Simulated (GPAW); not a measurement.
# Surface energy and work function of Cu(100) from slabs of 4 to 14 layers (PBE)

How do energy and work function of Cu(100) films settle with thickness, and what surface energy follows?

How it was computed: GPAW 26.7.0, plane waves at 450 eV with PAW setups; symmetric 1×1 slabs cut at the tabulated lattice constant (two decimals; low-temperature values for the alkali metals), atoms at bulk places, 7.5 Å of vacuum on each side, one in-plane mesh for all thicknesses, Fermi-Dirac smearing of 0.1 eV. Energies are extrapolated to zero smearing and count from the program's reference atoms. Functional PBE. The cell's area is 6.516 Å².

The runs, one held back:

```tsv
layers	energy (eV)	work function (eV)
4	−13.3236	4.55
5	−16.9627	4.50
6	−20.5860	4.53
7	−24.2111	4.54
8	−27.8378	4.55
9	−31.4573	4.55
10	−35.0892	4.54
11	−38.7127	4.54
12	−42.3394	4.53
14	?	?
```

**Question.** What surface energy do these runs give, and what energy and work function should the 14-layer slab have?

A: A slab of n layers has E(n) = nε + 2Aγ once its middle is bulk-like. A line through n = 6 to 12 has the slope ε = −3.6255 eV a layer and the intercept 2Aγ = 1.1678 eV (r.m.s. residual 2.0 meV). So γ = 1.1678 / (2 × 6.516 Å²) = 0.0896 eV/Å² = 1.44 J/m², with a standard error of under 0.01 J/m² from the scatter about the line. For 14 layers: 1.1678 + 14 × (−3.6255) = −49.590 eV; the run gives −49.594 eV, 4.5 meV under the line. The work function has no such law: from 6 to 12 layers it moves between 4.53 and 4.55 eV (mean 4.54), and the 14-layer slab gives 4.54 eV. The thinnest slab, 4 layers, lies +0.01 eV from that mean. The measured value for this face is 4.73 eV (“Anisotropic work function of elemental crystals” (2019, arxiv:1902.07811)); the unrelaxed 14-layer slab lies 0.19 eV under it.

Caveats: The surfaces are unrelaxed, so γ is an upper bound for this functional and lattice constant. The tabulated lattice constant isn't the functional's own, which strains the slab a little.

[Logs are printed without paths, hosts, clocks, repeated set-up lines and the standing remarks that a program may print on its own settings, such as how far it seeks lower states.]
